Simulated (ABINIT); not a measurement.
**CsSrF3 (Pm-3m): G0W0 with and without spin-orbit coupling**

Aim: spinor G0W0 for CsSrF3 (Pm-3m) beside the scalar-relativistic result.

Main program and level: ABINIT 10.8.3; PBEsol and many-body steps on it, plane waves.

Most raw output is cut from this account.

**1. Starting point**

Symmetry: Pm-3m, No. 221, cubic system. The conventional cell has a = 4.763 Å, b = 4.763 Å, c = 4.763 Å, α = 90.00°, β = 90.00°, γ = 90.00°. Cs has 12 F at 3.37 Å nearest. Nearest to Sr lie 6 F at 2.38 Å. Nearest to F lie 2 Sr at 2.38 Å and 4 Cs at 3.37 Å. Farther neighbours and most contacts between anions are not listed.

The cell and positions are those that the Materials Project relaxed with its own functionals (PBE, PBE+U or r2SCAN), kept fixed. Spin-orbit coupling is left out unless a step names it.

**2. Empty states on the mesh, 2×2×2 mesh, 79 bands**

This step: ABINIT 10.8.3; DFT, PBEsol, plane waves, norm-conserving pseudopotentials.

The sums over transitions need many empty states on a uniform mesh; this step solves for them.

run.abi reads:

```
acell 3*1.0 Angstrom
rprim 
  4.763247010000 0.000000000000 0.000000000000
  0.000000000000 4.763247010000 0.000000000000
  0.000000000000 0.000000000000 4.763247010000
ntypat 3
znucl 55 38 9
natom 5
typat 1 2 3 3 3
xred 
  0.000000000000 0.000000000000 0.000000000000
  0.500000000000 0.500000000000 0.500000000000
  0.000000000000 0.500000000000 0.500000000000
  0.500000000000 0.000000000000 0.500000000000
  0.500000000000 0.500000000000 0.000000000000
pp_dirpath "pseudos"
pseudos "Cs.upf, Sr.upf, F.upf"
ecut 36
ngkpt 2 2 2
nshiftk 1
shiftk 0 0 0
kptopt 1
chksymbreak 0
iscf -2
irdden 1
istwfk *1
nband 79
nbdbuf 6
tolwfr 1e-09
nstep 60
prtvol 0
indata_prefix "in"
outdata_prefix "out"
tmpdata_prefix "tmp"
```

Command:

```bash
> OMP_NUM_THREADS=1 mpirun -n 4 abinit run.abi > log
```

It took 25 s on 4 MPI ranks of Arm Neoverse V1, shared host; peak memory 0.34 GiB; 98 s of CPU time.

Numbers from this step:

```
gap                                                           : 6.265 eV
k of the valence top                                          : 0, 0, 0
k of the conduction bottom                                    : 0, 0, 0
least direct gap                                              : 6.265 eV
k points computed                                             : 4
lowest point of the top converged band, above the valence top : 31.38 eV
```

On this mesh the gap is 6.265 eV.

The density comes from a self-consistent run that is not shown.

**3. Screening, 2×2×2 mesh, 73 bands, screening to 98 eV**

The RPA dielectric matrix is built and inverted for each q.

This step: RPA screening on PBEsol, plane waves, norm-conserving pseudopotentials.

run.abi: that of step 2 with these lines changed.

```diff
@@ -23,10 +23,11 @@
 chksymbreak 0
-iscf -2
-irdden 1
 istwfk *1
-nband 79
-nbdbuf 6
-tolwfr 1e-09
-nstep 60
-prtvol 0
+occopt 1
+irdwfk 1
+optdriver 3
+nband 73
+ecuteps 3.6
+inclvkb 0
+awtr 1
+symchi 1
 indata_prefix "in"
```

It took 6.3 s on 4 MPI ranks; peak memory 0.68 GiB; 25 s of CPU time.

This step gave:

```
ε∞ with local fields, on this mesh, along the program's q direction : 2.442
the same without local fields                                       : 2.658
plasma frequency                                                    : 22.59 eV
plane waves in the screening matrix                                 : 251
```

Local fields lower ε∞ by 8 %. On a Γ-centred mesh this coarse the value itself is usually too large, while a short band sum pulls it down.

**4. Scalar-relativistic**

The self-energy is evaluated for the states that the input lists, and the levels follow from it, in one-shot runs by the linearised quasiparticle equation.

This step: G0W0 on PBEsol, plane waves, norm-conserving pseudopotentials.

run.abi: that of step 3 with these lines changed.

```diff
@@ -26,8 +26,15 @@
 irdwfk 1
-optdriver 3
+optdriver 4
 nband 73
+gwcalctyp 0
+ecutsigx 36
+symsigma 1
+nkptgw 1
+kptgw 
+  0.0000000000 0.0000000000 0.0000000000
+bdgw 
+  18 23
 ecuteps 3.6
-inclvkb 0
-awtr 1
-symchi 1
+irdscr 1
+ppmodel 1
 indata_prefix "in"
```

Wall time 5.6 s (4 MPI ranks); peak memory 0.22 GiB; 22 s of CPU time.

Numbers from this step:

| Property | Result |
| --- | --- |
| G0W0 gap on the points computed | 9.359 eV |
| starting gap on the mesh | 6.265 eV |
| k of the valence top | 0, 0, 0 |
| k of the conduction bottom | 0, 0, 0 |
| Z at the valence top | 0.795 |
| Z at the conduction bottom | 0.887 |
| least direct G0W0 gap on the computed points | 9.359 eV |

The gap on the mesh goes from 6.26 eV to 9.36 eV, a correction of +3.09 eV.

**5. Empty states on the mesh, 2×2×2 mesh, 160 bands**

This step: DFT, PBEsol with spin-orbit coupling, plane waves, norm-conserving pseudopotentials.

run.abi: that of step 4 with these lines changed.

```diff
@@ -18,2 +18,3 @@
 ecut 36
+nspinor 2
 ngkpt 2 2 2
@@ -23,18 +24,10 @@
 chksymbreak 0
+iscf -2
+irdden 1
 istwfk *1
-occopt 1
-irdwfk 1
-optdriver 4
-nband 73
-gwcalctyp 0
-ecutsigx 36
-symsigma 1
-nkptgw 1
-kptgw 
-  0.0000000000 0.0000000000 0.0000000000
-bdgw 
-  18 23
-ecuteps 3.6
-irdscr 1
-ppmodel 1
+nband 160
+nbdbuf 14
+tolwfr 1e-09
+nstep 60
+prtvol 0
 indata_prefix "in"
```

Wall time 3.2 min (4 MPI ranks); peak memory 0.56 GiB.

This step gave:

- gap: 6.227 eV
- k of the valence top: 0, 0, 0
- k of the conduction bottom: 0, 0, 0
- least direct gap: 6.227 eV
- k points computed: 4
- lowest point of the top converged band, above the valence top: 31.39 eV

On this mesh the gap is 6.227 eV.

The density comes from a self-consistent run that is not shown, made with spin-orbit coupling and fully relativistic files.

**6. Screening, 2×2×2 mesh, 146 bands, screening to 98 eV**

This step: RPA screening on PBEsol with spin-orbit coupling, plane waves, norm-conserving pseudopotentials.

run.abi: that of step 5 with these lines changed.

```diff
@@ -24,10 +24,11 @@
 chksymbreak 0
-iscf -2
-irdden 1
 istwfk *1
-nband 160
-nbdbuf 14
-tolwfr 1e-09
-nstep 60
-prtvol 0
+occopt 1
+irdwfk 1
+optdriver 3
+nband 146
+ecuteps 3.6
+inclvkb 0
+awtr 1
+symchi 1
 indata_prefix "in"
```

Elapsed: 30 s, on 4 MPI ranks; peak memory 1.7 GiB.

This step gave:

```yaml
eps_infinity_with_local_fields_on_this_mesh_along_the_program_s_q_direction: 2.446
the_same_without_local_fields: 2.662
plasma_frequency: 22.59 eV
plane_waves_in_the_screening_matrix: 251
```

**7. With spin-orbit coupling**

This step: G0W0 on PBEsol with spin-orbit coupling, plane waves, norm-conserving pseudopotentials.

run.abi: that of step 6 with these lines changed.

```diff
@@ -27,8 +27,15 @@
 irdwfk 1
-optdriver 3
+optdriver 4
 nband 146
+gwcalctyp 0
+ecutsigx 36
+symsigma 0
+nkptgw 1
+kptgw 
+  0.0000000000 0.0000000000 0.0000000000
+bdgw 
+  37 46
 ecuteps 3.6
-inclvkb 0
-awtr 1
-symchi 1
+irdscr 1
+ppmodel 1
 indata_prefix "in"
```

The job ended after 29 s (4 MPI ranks; peak memory 1.7 GiB; 1.9 min of CPU time).

This step gave:

```yaml
g0w0_gap_on_the_points_computed: 9.313 eV
starting_gap_on_the_mesh: 6.227 eV
k_of_the_valence_top: 0, 0, 0
k_of_the_conduction_bottom: 0, 0, 0
z_at_the_valence_top: 0.795
z_at_the_conduction_bottom: 0.886
least_direct_g0w0_gap_on_the_computed_points: 9.313 eV
```

Against G0W0 in ABINIT (2×2×2 mesh, 73 bands, screening to 98 eV, Godby-Needs plasmon pole), the gap moves by −0.046 eV.

**8. Side by side**

Times are wall times on 4 MPI ranks of Arm Neoverse V1, shared host, good to a factor of about two. A run's time includes the screening step that it read.

```
                     run   mesh  bands  screening cutoff (eV)  DFT gap (eV)  gap on the mesh (eV)  direct (eV)  ε∞ used  time
     scalar-relativistic  2×2×2     73                     98         6.265                 9.359        9.359     2.44  12 s
with spin-orbit coupling  2×2×2    146                     98         6.227                 9.313        9.313     2.45  59 s
```

**9. Outcome**

| Quantity | Value |
| --- | --- |
| scalar-relativistic | 9.359 eV |
| with spin-orbit coupling | 9.313 eV |
| known limits | not at the basis limit; screening head approximate; no spin-orbit coupling in some runs; coarse k mesh |

**Reading.** With spin-orbit coupling: −0.046 eV against scalar-relativistic, −0.038 eV of it in the start. Bands and cutoff are finite, so the gap is not at the basis limit. The miss can reach some tenths of an eV and take either sign; the mesh is an error of its own. In the G0W0 runs levels were corrected at 1 k point alone, so a gap called «on the mesh» is the least over those, and an edge elsewhere would be missed. The 2×2×2 mesh is coarse for this cell, which bears on the long-range parts of exchange and screening. This is the ideal cubic cell; many perovskites, halides above all, are cubic only on average, and local tilts or off-centring can widen the gap. The long-wavelength limit of the screening leaves out the non-local commutator, which shifts ε∞.

[Paths, hosts, dates, memory and timing lines, banners, echoed tables and standing remarks are left out of the program output.]

[Logs are printed without paths, hosts, clocks, repeated set-up lines and the standing remarks that a program may print on its own settings, such as how far it seeks lower states.]

[Runs of the session that timed out or met a known fault of the program may be left out.]

[Hosts, paths, dates, database ids (printed as entryN), source tags and the programs' standing remarks are cut or masked in the printed files.]

[G0W0 gaps are taken among the corrected bands and points alone; a level outside them can change the order at an edge.]

[Where Ansatz stands beside ABINIT at settings called matched, ABINIT's density can come from a denser mesh and the files from another edition; pairs whose starting gaps differed by over 0.03 eV were left out, so agreement reads better than it is.]
